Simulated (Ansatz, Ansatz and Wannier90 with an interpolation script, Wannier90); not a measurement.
Rows from a G0W0 calculation on PbS (Galena) (Ansatz 0.2.0; G0W0 on r2SCAN, plane waves, PAW; 6×6×6 mesh, 239 empty bands, screening to 160 eV), in eV. Spin-orbit coupling is left out.

The database entry behind the starting cell differs from later determinations by our own check (about 0.1 % short), so it need not match the best structure at ambient conditions.

```
row                       k  band  start       Σx  Σc at the solution      Vxc
  A  (0.000, 0.000, -0.500)    v1  8.345  -17.630               0.627  -16.685
  B  (0.000, 0.000, -0.500)    c1  8.956   -7.811              -3.392  -11.031
  C  (0.000, 0.000, -0.500)    v2  6.396  -17.895               2.203  -15.386
```

Work out each quasiparticle level and how far it moved.

The quasiparticle equation reads E = start + Σx + Σc(E) − Vxc.

```
row  E (eV)  shift (eV)
  A   8.027      −0.318
  B   8.784      −0.172
  C   6.090      −0.306
```

The gap over the computed points goes from 0.61 eV to 0.76 eV.

Limits: not at the basis limit; model gap, bands may invert with spin-orbit coupling; no spin-orbit coupling.

[Paths, hosts, dates, memory and timing lines, banners, echoed tables and standing remarks are left out of the program output.]

[Logs are printed without paths, hosts, clocks, repeated set-up lines and the standing remarks that a program may print on its own settings, such as how far it seeks lower states.]

[Runs of the session that timed out or met a known fault of the program may be left out.]

[Hosts, paths, dates, database ids (printed as entryN), source tags and the programs' standing remarks are cut or masked in the printed files.]
